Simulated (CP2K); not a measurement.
N-methylacetamide has these distinct C atoms: C1 (bonded to N and 3 H), C3 (bonded to C, N and O) and C4 (bonded to C and 3 H).

```xyz
12

C     1.8994    0.0531    0.1905
N     0.5362   -0.3889   -0.0626
C    -0.5239    0.4795   -0.0009
C    -1.8964   -0.1420   -0.1969
O    -0.3654    1.6876    0.2084
H     2.0545    1.0282   -0.2861
H     2.1019    0.1667    1.2665
H     2.6009   -0.6755   -0.2315
H     0.3541   -1.3781   -0.1848
H    -2.4293   -0.1329    0.7637
H    -1.8624   -1.1744   -0.5691
H    -2.4697    0.4766   -0.8971
```

Their partial C K spectra (CP2K XAS_TDP, all-electron GAPW, PBEh(45%), aug-cc-pVDZ, TDA, GW2X-corrected core level, no relativity) are given in random order, each times the number of alike atoms.

Gaussian full width 0.5 eV, oscillator strength per eV, alike atoms added, rows of zeros left out:

```
E (eV)  curve 1  curve 2  curve 3
289.25    0.000    0.000    0.006
289.50    0.000    0.000    0.054
289.75    0.001    0.000    0.134
290.00    0.010    0.000    0.084
290.25    0.021    0.000    0.013
290.50    0.013    0.002    0.001
290.75    0.014    0.013    0.000
291.00    0.032    0.019    0.000
291.25    0.029    0.009    0.000
291.50    0.031    0.014    0.000
291.75    0.028    0.036    0.000
292.00    0.012    0.050    0.000
292.25    0.012    0.041    0.000
292.50    0.025    0.025    0.000
292.75    0.031    0.023    0.000
293.00    0.021    0.021    0.000
293.25    0.016    0.017    0.001
293.50    0.027    0.032    0.000
293.75    0.051    0.047    0.000
294.00    0.048    0.028    0.002
294.25    0.019    0.030    0.003
294.50    0.010    0.054    0.004
294.75    0.016    0.049    0.009
295.00    0.028    0.033    0.013
295.25    0.023    0.025    0.008
295.50    0.008    0.015    0.011
295.75    0.003    0.007    0.012
296.00    0.003    0.005    0.006
296.25    0.004    0.005    0.006
296.50    0.004    0.003    0.012
296.75    0.003    0.001    0.015
297.00    0.007    0.000    0.025
297.25    0.010    0.001    0.032
297.50    0.011    0.003    0.018
```

Q: Which curve belongs to which atom?

Curve 1: C4 (bonded to C and 3 H), leading line at 290.23 eV (f = 0.007 an atom), ionisation energy 292.54 eV, term value 2.31 eV. Curve 2: C1 (bonded to N and 3 H), leading line at 290.94 eV (f = 0.010 an atom), ionisation energy 293.27 eV, term value 2.33 eV. Curve 3: C3 (bonded to C, N and O), leading line at 289.79 eV (f = 0.073 an atom), ionisation energy 295.27 eV, term value 5.48 eV. The leading line of an atom is its first one with 35 % of the strongest within 2.5 eV of its lowest line over the strength cut. A line lies at the core ionisation energy, which rises as an atom loses charge to its neighbours or to a π system, less the term value, which is large for a low π* or σ* orbital with weight on that atom.

[Banner, clock and machine lines of the logs are left out without a mark of their own.]

[Logs are printed without paths, hosts, clocks, repeated set-up lines and the standing remarks that a program may print on its own settings, such as how far it seeks lower states.]

[Hosts, paths, dates, database ids (printed as entryN), source tags and the programs' standing remarks are cut or masked in the printed files.]
